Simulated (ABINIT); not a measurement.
## CsH (Pm-3m): G0W0 in ABINIT against the plane-wave cutoff

Aim: move the plane-wave cutoff of a G0W0 run on CsH (Pm-3m) over a wide range.

Method: LDA and many-body steps on it, plane waves, in ABINIT 10.8.3.

## (1) The starting structure

Symmetry: Pm-3m, No. 221, cubic system. The conventional cell has a = 3.818 Å, b = 3.818 Å, c = 3.818 Å, α = 90.00°, β = 90.00°, γ = 90.00°. Cs has 8 H at 3.31 Å nearest. Nearest to H lie 8 Cs at 3.31 Å. Farther neighbours are not listed.

As a file:

```cif
data_structure
_symmetry_space_group_name_H-M 'Pm-3m'
_symmetry_Int_Tables_number 221
_cell_length_a 3.8184
_cell_length_b 3.8184
_cell_length_c 3.8184
_cell_angle_alpha 90.000
_cell_angle_beta 90.000
_cell_angle_gamma 90.000
_cell_volume 55.67
loop_
_atom_site_label
_atom_site_type_symbol
_atom_site_symmetry_multiplicity
_atom_site_Wyckoff_symbol
_atom_site_fract_x
_atom_site_fract_y
_atom_site_fract_z
_atom_site_occupancy
Cs1 Cs 1 a 0.00000 0.00000 0.00000 1
H1 H 1 b 0.50000 0.50000 0.50000 1
```

The cell and positions are those that the Materials Project relaxed with its own functionals (PBE, PBE+U or r2SCAN), kept fixed. Spin-orbit coupling is left out unless a step names it.

## (2) Empty states on the mesh, 4×4×4 mesh, 103 bands

This step: ABINIT 10.8.3; DFT, LDA, plane waves, norm-conserving pseudopotentials.

The sums over transitions need many empty states on a uniform mesh; this step solves for them.

run.abi

```
acell 3*1.0 Angstrom
rprim 
  3.818408540000 0.000000000000 0.000000000000
  0.000000000000 3.818408540000 0.000000000000
  0.000000000000 0.000000000000 3.818408540000
ntypat 2
znucl 55 1
natom 2
typat 1 2
xred 
  0.000000000000 0.000000000000 0.000000000000
  0.500000000000 0.500000000000 0.500000000000
pp_dirpath "pseudos"
pseudos "Cs.upf, H.upf"
ecut 31
ngkpt 4 4 4
nshiftk 1
shiftk 0 0 0
kptopt 1
chksymbreak 0
irdden 1
istwfk *1
nband 103
prtvol 0
optdriver 6
gwr_task "HDIAGO"
paral_kgb 0
occopt 1
indata_prefix "in"
outdata_prefix "out"
tmpdata_prefix "tmp"
```

Launch:

```bash
OMP_NUM_THREADS=1 mpirun -n 4 abinit run.abi > log
```

Numbers of over 12 decimals in the logs are rounded to 6 here.

Output:

```text
.Version 10.8.3 of ABINIT. v10.8.2 released Aug 2026.

 Symmetries : space group Pm -3 m (#221); Bravais cP (primitive cubic)
[... echo of the input left out ...]
== DATASET  1 ==================================================================
-   mpi_nproc: 4, omp_nthreads: 1 (-1 if OMP is not activated)

--- !DatasetInfo
iteration_state: {dtset: 1, }
dimensions: {natom: 2, nkpt: 10, mband: 103, nsppol: 1, nspinor: 1, nspden: 1, mpw: 3136, }
cutoff_energies: {ecut:  31.0, pawecutdg:  -1.0, }
[...]
Indirect band gap semiconductor
 Fundamental gap:     2.297 (eV)
   VBM:     2.652 (eV) at k: [ 5.0000E-01,  5.0000E-01,  5.0000E-01]
   CBM:     4.950 (eV) at k: [ 5.0000E-01,  0.0000E+00,  0.0000E+00]
 Direct gap:         2.488 (eV) at k: [ 5.0000E-01,  5.0000E-01,  5.0000E-01]

== END DATASET(S) ==============================================================
================================================================================

 -outvars: echo values of variables after computation  --------
           etotal      0.0000000000E+00
            nband         103
             nkpt          10
          spgroup         221
 [... the other variables as echoed above ...]

 Calculation completed.
```

Elapsed: 56 s, on 4 MPI ranks of Arm Neoverse V2, shared host; peak memory 2.3 GiB; 3.7 min of CPU time.

Numbers from this step:

| Item | Value |
| --- | --- |
| gap | 2.297 eV |
| k of the valence top | 0.5, 0.5, 0.5 |
| k of the conduction bottom | 0.5, 0, 0 |
| least direct gap | 2.488 eV |
| k points computed | 10 |
| lowest point of the top converged band, above the valence top | 66.6088 eV |

On this mesh the gap is 2.297 eV.

The density comes from a self-consistent run that is not shown.

## (3) Empty states on the mesh, 4×4×4 mesh, 31 bands

Changes to run.abi since step 2:

```diff
@@ -14,3 +14,3 @@
 pseudos "Cs.upf, H.upf"
-ecut 31
+ecut 19
 ngkpt 4 4 4
@@ -20,10 +20,10 @@
 chksymbreak 0
+iscf -2
 irdden 1
 istwfk *1
-nband 103
+nband 31
+nbdbuf 4
+tolwfr 1e-09
+nstep 60
 prtvol 0
-optdriver 6
-gwr_task "HDIAGO"
-paral_kgb 0
-occopt 1
 indata_prefix "in"
```

Output:

```text
.Version 10.8.3 of ABINIT. v10.8.2 released Aug 2026.

 Symmetries : space group Pm -3 m (#221); Bravais cP (primitive cubic)
[... echo of the input left out ...]
== DATASET  1 ==================================================================
-   mpi_nproc: 4, omp_nthreads: 1 (-1 if OMP is not activated)

--- !DatasetInfo
iteration_state: {dtset: 1, }
dimensions: {natom: 2, nkpt: 10, mband: 31, nsppol: 1, nspinor: 1, nspden: 1, mpw: 1503, }
cutoff_energies: {ecut:  19.0, pawecutdg:  -1.0, }
[...]
0.44227    0.44227    0.44227    0.45540    0.45540    0.45540    0.56393    0.56393
   0.56393    0.65094    0.65094    0.67662    0.77258    0.77258    0.77258    0.92522
   0.95743    0.95743    0.95743    0.98389    0.98626    0.98685    0.98740
 prteigrs : prtvol=0 or 1, do not print more k-points.

== END DATASET(S) ==============================================================
================================================================================

 -outvars: echo values of variables after computation  --------
            nband          31
             nkpt          10
          spgroup         221
 [... the other variables as echoed above ...]

 Calculation completed.
```

Run time: 4 s. Hardware: 4 MPI ranks; peak memory 0.23 GiB; 16 s of CPU time.

Numbers from this step:

| Quantity | Value |
| --- | --- |
| gap | 2.290 eV |
| k of the valence top | 0.5, 0.5, 0.5 |
| k of the conduction bottom | 0.5, 0, 0 |
| least direct gap | 2.480 eV |
| k points computed | 10 |
| lowest point of the top converged band, above the valence top | 23.00 eV |

On this mesh the gap is 2.290 eV.

## (4) Empty states on the mesh, 4×4×4 mesh, 31 bands

Changes to run.abi since step 3:

```diff
@@ -14,3 +14,3 @@
 pseudos "Cs.upf, H.upf"
-ecut 19
+ecut 25
 ngkpt 4 4 4
```

Output:

```text
.Version 10.8.3 of ABINIT. v10.8.2 released Aug 2026.

 Symmetries : space group Pm -3 m (#221); Bravais cP (primitive cubic)
[... echo of the input left out ...]
== DATASET  1 ==================================================================
-   mpi_nproc: 4, omp_nthreads: 1 (-1 if OMP is not activated)

--- !DatasetInfo
iteration_state: {dtset: 1, }
dimensions: {natom: 2, nkpt: 10, mband: 31, nsppol: 1, nspinor: 1, nspden: 1, mpw: 2272, }
cutoff_energies: {ecut:  25.0, pawecutdg:  -1.0, }
[...]
0.44221    0.44221    0.44221    0.45216    0.45216    0.45216    0.54320    0.54320
   0.54320    0.63741    0.65096    0.65096    0.71448    0.71448    0.71448    0.89864
   0.89864    0.89864    0.92490    0.95747    0.95747    0.95747    0.97967
 prteigrs : prtvol=0 or 1, do not print more k-points.

== END DATASET(S) ==============================================================
================================================================================

 -outvars: echo values of variables after computation  --------
            nband          31
             nkpt          10
          spgroup         221
 [... the other variables as echoed above ...]

 Calculation completed.
```

Wall time 5 s (4 MPI ranks); peak memory 0.25 GiB.

Numbers from this step:

| Quantity | Value |
| --- | --- |
| gap | 2.296 eV |
| k of the valence top | 0.5, 0.5, 0.5 |
| k of the conduction bottom | 0.5, 0, 0 |
| least direct gap | 2.486 eV |
| k points computed | 10 |
| lowest point of the top converged band, above the valence top | 21.89 eV |

On this mesh the gap is 2.296 eV.

## (5) Empty states on the mesh, 4×4×4 mesh, 31 bands

Changes to run.abi since step 4:

```diff
@@ -14,3 +14,3 @@
 pseudos "Cs.upf, H.upf"
-ecut 25
+ecut 39
 ngkpt 4 4 4
```

Output:

```text
.Version 10.8.3 of ABINIT. v10.8.2 released Aug 2026.

 Symmetries : space group Pm -3 m (#221); Bravais cP (primitive cubic)
[... echo of the input left out ...]
== DATASET  1 ==================================================================
-   mpi_nproc: 4, omp_nthreads: 1 (-1 if OMP is not activated)

--- !DatasetInfo
iteration_state: {dtset: 1, }
dimensions: {natom: 2, nkpt: 10, mband: 31, nsppol: 1, nspinor: 1, nspden: 1, mpw: 4416, }
cutoff_energies: {ecut:  39.0, pawecutdg:  -1.0, }
[...]
0.44219    0.44219    0.44219    0.45066    0.45066    0.45066    0.53590    0.53590
   0.53590    0.61868    0.65096    0.65096    0.69063    0.69063    0.69063    0.87292
   0.87292    0.87292    0.92476    0.95747    0.95747    0.95747    0.97692
 prteigrs : prtvol=0 or 1, do not print more k-points.

== END DATASET(S) ==============================================================
================================================================================

 -outvars: echo values of variables after computation  --------
            nband          31
             nkpt          10
          spgroup         221
 [... the other variables as echoed above ...]

 Calculation completed.
```

Wall time 9.4 s (4 MPI ranks); peak memory 0.28 GiB.

This step gave:

| Property | Result |
| --- | --- |
| gap | 2.297 eV |
| k of the valence top | 0.5, 0.5, 0.5 |
| k of the conduction bottom | 0.5, 0, 0 |
| least direct gap | 2.488 eV |
| k points computed | 10 |
| lowest point of the top converged band, above the valence top | 21.50 eV |

On this mesh the gap is 2.297 eV.

## (6) Screening, 4×4×4 mesh, 27 bands, screening to 106.1 eV

The RPA dielectric matrix is built and inverted for each q.

This step: RPA screening on LDA, plane waves, norm-conserving pseudopotentials.

Changes to run.abi since step 5:

```diff
@@ -14,3 +14,3 @@
 pseudos "Cs.upf, H.upf"
-ecut 39
+ecut 19
 ngkpt 4 4 4
@@ -20,10 +20,11 @@
 chksymbreak 0
-iscf -2
-irdden 1
 istwfk *1
-nband 31
-nbdbuf 4
-tolwfr 1e-09
-nstep 60
-prtvol 0
+occopt 1
+irdwfk 1
+optdriver 3
+nband 27
+ecuteps 3.9
+inclvkb 2
+awtr 1
+symchi 1
 indata_prefix "in"
```

Output:

```text
.Version 10.8.3 of ABINIT. v10.8.2 released Aug 2026.

 Symmetries : space group Pm -3 m (#221); Bravais cP (primitive cubic)
[... echo of the input left out ...]
== DATASET  1 ==================================================================
-   mpi_nproc: 4, omp_nthreads: 1 (-1 if OMP is not activated)

--- !DatasetInfo
iteration_state: {dtset: 1, }
dimensions: {natom: 2, nkpt: 10, mband: 27, nsppol: 1, nspinor: 1, nspden: 1, mpw: 1503, }
cutoff_energies: {ecut:  19.0, pawecutdg:  -1.0, }
electrons: {nelect:   1.00000000E+01, charge:   0.00000000E+00, occopt:   1.00000000E+00, tsmear:   1.00000000E-02, }

 SCREENING: Calculation of the susceptibility and dielectric matrices

 Based on a program developped by R.W. Godby, V. Olevano, G. Onida, and L. Reining.
 Incorporated in ABINIT by V. Olevano, G.-M. Rignanese, and M. Torrent.
.Using double precision arithmetic ; gwpc =  8

[... cell and pseudopotentials left out ...]
--------------------------------------------------------------------------------

 ==== K-mesh for the wavefunctions ====
 Number of points in the irreducible wedge :    10
[... list of points left out ...]
 Together with 48 symmetry operations and time-reversal symmetry
 yields    64 points in the full Brillouin Zone.

 ==== Q-mesh for the screening function ====
 Number of points in the irreducible wedge :    10
[... list of points left out ...]
 Together with 48 symmetry operations and time-reversal symmetry
 yields    64 points in the full Brillouin Zone.

 setmesh: FFT mesh size selected  =    24x   24x   24
          total number of points  =        13824

 vcoul_init : cutoff-mode = AUXILIARY_FUNCTION
 q-points for optical limit:   1
     1)      0.000010    0.000020    0.000030

- screening: taking advantage of time-reversal symmetry
- Maximum band index for partially occupied states nbvw = 5
- Remaining bands to be divided among processors   nbcw = 22
- Number of bands treated by each node ~5

 Number of electrons calculated from density =   10.0000; Expected =   10.0000
 average of density, n =  0.026617
 r_s =    2.0777
 omega_plasma =   15.7374 [eV]

 calculating chi0 at frequencies [eV] :
  1    0.000000E+00    0.000000E+00
  2    0.000000E+00    1.573743E+01

--------------------------------------------------------------------------------
  q-point number  1        q = ( 0.000000, 0.000000, 0.000000) [r.l.u.]
--------------------------------------------------------------------------------
[... chi0 elements left out ...]
 For q-point:  0.000010 0.000020 0.000030
  dielectric constant =   3.8355
  dielectric constant without local fields =   4.3614

  Average fulfillment of the sum rule on Im[epsilon] for q-point    1 :     55.00  [%]
[... wings left out ...]
  q-point number  2        q = ( 0.250000, 0.000000, 0.000000) [r.l.u.]
--------------------------------------------------------------------------------
[... chi0 elements left out ...]
  Average fulfillment of the sum rule on Im[epsilon] for q-point    2 :     88.38  [%]

 [... 8 further q-points ...]
```

Wall time 3.7 s (4 MPI ranks); peak memory 0.39 GiB.

This step gave:

- ε∞ with local fields, on this mesh, along the program's q direction: 3.836
- the same without local fields: 4.361
- plasma frequency: 15.74 eV
- plane waves in the screening matrix: 147

Local fields lower ε∞ by 12 %. On a Γ-centred mesh this coarse the value itself is usually too large, while a short band sum pulls it down.

## (7) 19 Ha

This step: G0W0 on LDA, plane waves, norm-conserving pseudopotentials.

Changes to run.abi since step 6:

```diff
@@ -23,8 +23,19 @@
 irdwfk 1
-optdriver 3
+optdriver 4
 nband 27
+gwcalctyp 0
+ecutsigx 19
+symsigma 1
+nkptgw 3
+kptgw 
+  0.5000000000 0.5000000000 0.5000000000
+  0.5000000000 0.0000000000 0.0000000000
+  0.0000000000 0.0000000000 0.0000000000
+bdgw 
+  2 8
+  3 7
+  2 7
 ecuteps 3.9
-inclvkb 2
-awtr 1
-symchi 1
+irdscr 1
+ppmodel 1
 indata_prefix "in"
```

Output:

```text
.Version 10.8.3 of ABINIT. v10.8.2 released Aug 2026.

 Symmetries : space group Pm -3 m (#221); Bravais cP (primitive cubic)
[... echo of the input left out ...]
== DATASET  1 ==================================================================
-   mpi_nproc: 4, omp_nthreads: 1 (-1 if OMP is not activated)

--- !DatasetInfo
iteration_state: {dtset: 1, }
dimensions: {natom: 2, nkpt: 10, mband: 27, nsppol: 1, nspinor: 1, nspden: 1, mpw: 1503, }
cutoff_energies: {ecut:  19.0, pawecutdg:  -1.0, }
electrons: {nelect:   1.00000000E+01, charge:   0.00000000E+00, occopt:   1.00000000E+00, tsmear:   1.00000000E-02, }

 SIGMA: Calculation of the GW corrections

 Based on a program developped by R.W. Godby, V. Olevano, G. Onida, and L. Reining.
 Incorporated in ABINIT by V. Olevano, G.-M. Rignanese, and M. Torrent.
.Using double precision arithmetic ; gwpc =  8

[... cell and pseudopotentials left out ...]
--------------------------------------------------------------------------------

 ==== K-mesh for the wavefunctions ====
 Number of points in the irreducible wedge :    10
[... list of points left out ...]
 Together with 48 symmetry operations and time-reversal symmetry
 yields    64 points in the full Brillouin Zone.

 ==== Q-mesh for screening function ====
 Number of points in the irreducible wedge :    10
[... list of points left out ...]
 Together with 48 symmetry operations and time-reversal symmetry
 yields    64 points in the full Brillouin Zone.

 vcoul_init : cutoff-mode = AUXILIARY_FUNCTION
 q-points for optical limit:   1
     1)      0.000010    0.000020    0.000030
 setmesh: FFT mesh size selected  =    30x   30x   30
          total number of points  =        27000

 Number of electrons calculated from density =   10.0000; Expected =   10.0000
 average of density, n =  0.026617
 r_s =    2.0777
 omega_plasma =   15.7374 [eV]

 === KS Band Gaps ===
  >>>> For spin  1
   Minimum direct gap =   2.4801 [eV], located at k-point      :   0.5000  0.5000  0.5000
   Fundamental gap    =   2.2895 [eV], Top of valence bands at :   0.5000  0.5000  0.5000
                                       Bottom of conduction at :   0.5000  0.0000  0.0000
 SIGMA fundamental parameters:
 PLASMON POLE MODEL  1
 number of plane-waves for SigmaX                 1503
 number of plane-waves for SigmaC and W            147
 number of plane-waves for wavefunctions          1503
 number of bands                                    27
 number of independent spin polarizations            1
 number of spinorial components                      1
 number of k-points in IBZ                          10
 number of q-points in IBZ                          10
 number of symmetry operations                      48
 number of k-points in BZ                           64
 number of q-points in BZ                           64
 number of frequencies for dSigma/dE                 9
 frequency step for dSigma/dE [eV]                0.25
 number of omega for Sigma on real axis              0
 max omega for Sigma on real axis  [eV]           0.00
 zcut for avoiding poles [eV]                     0.10

 EPSILON^-1 parameters (SCR file):
 dimension of the eps^-1 matrix on file            147
 dimension of the eps^-1 matrix used               147
 number of plane-waves for wavefunctions          1503
 number of bands                                    27
 number of q-points in IBZ                          10
 number of frequencies                               2
 number of real frequencies                          1
 number of imag frequencies                          1

 matrix elements of self-energy operator (all in [eV])

 Perturbative Calculation

--- !SelfEnergy_ee
iteration_state: {dtset: 1, }
kpoint     : [   0.500,    0.500,    0.500, ]
spin       : 1
KS_gap     :    2.480
QP_gap     :    4.360
Delta_QP_KS:    1.879
data: !SigmaeeData |
     Band     E0 <VxcDFT>   SigX SigC(E0)      Z dSigC/dE  Sig(E)    E-E0       E
        2  -6.263 -12.525 -17.202   3.073   0.773  -0.293 -13.765  -1.240  -7.503
        3  -6.263 -12.525 -17.202   3.073   0.773  -0.293 -13.765  -1.240  -7.503
        4  -6.263 -12.525 -17.202   3.073   0.773  -0.293 -13.765  -1.240  -7.503
        5   2.660  -9.748 -12.803   2.041   0.775  -0.291 -10.533  -0.785   1.875
        6   5.140  -7.819  -3.691  -2.806   0.828  -0.208  -6.725   1.094   6.234
        7   5.140  -7.819  -3.691  -2.806   0.828  -0.208  -6.725   1.094   6.234
[...]
--- !SelfEnergy_ee
iteration_state: {dtset: 1, }
kpoint     : [   0.500,    0.000,    0.000, ]
spin       : 1
KS_gap     :    2.552
QP_gap     :    4.540
Delta_QP_KS:    1.989
data: !SigmaeeData |
     Band     E0 <VxcDFT>   SigX SigC(E0)      Z dSigC/dE  Sig(E)    E-E0       E
[...]
--- !SelfEnergy_ee
iteration_state: {dtset: 1, }
kpoint     : [   0.000,    0.000,    0.000, ]
spin       : 1
KS_gap     :    5.219
QP_gap     :    7.467
Delta_QP_KS:    2.248
data: !SigmaeeData |
     Band     E0 <VxcDFT>   SigX SigC(E0)      Z dSigC/dE  Sig(E)    E-E0       E
[...]
5   0.541  -8.705 -12.282   2.386   0.770  -0.299  -9.622  -0.917  -0.376
        6   5.760  -8.498  -3.789  -3.092   0.823  -0.215  -7.167   1.331   7.091
        7   5.760  -8.498  -3.789  -3.092   0.823  -0.215  -7.167   1.331   7.091

== END DATASET(S) ==============================================================
================================================================================

 -outvars: echo values of variables after computation  --------
           etotal      0.0000000000E+00
            nband          27
             nkpt          10
          spgroup         221
 [... the other variables as echoed above ...]

 Calculation completed.
```

It took 3.5 s on 4 MPI ranks; peak memory 0.42 GiB; 13 s of CPU time.

This step gave:

* G0W0 gap on the points computed: 4.237 eV
* starting gap on the mesh: 2.290 eV
* k of the valence top: 0.5, 0.5, 0.5
* k of the conduction bottom: 0.5, 0, 0
* Z at the valence top: 0.775
* Z at the conduction bottom: 0.83
* least direct G0W0 gap on the computed points: 4.359 eV

[end of part 1 of 2]

[Paths, hosts, dates, memory and timing lines, banners, echoed tables and standing remarks are left out of the program output.]

[Logs are printed without paths, hosts, clocks, repeated set-up lines and the standing remarks that a program may print on its own settings, such as how far it seeks lower states.]

[Runs of the session that timed out or met a known fault of the program may be left out.]

[Hosts, paths, dates, database ids (printed as entryN), source tags and the programs' standing remarks are cut or masked in the printed files.]

[G0W0 gaps are taken among the corrected bands and points alone; a level outside them can change the order at an edge.]

[Where Ansatz stands beside ABINIT at settings called matched, ABINIT's density can come from a denser mesh and the files from another edition; pairs whose starting gaps differed by over 0.03 eV were left out, so agreement reads better than it is.]
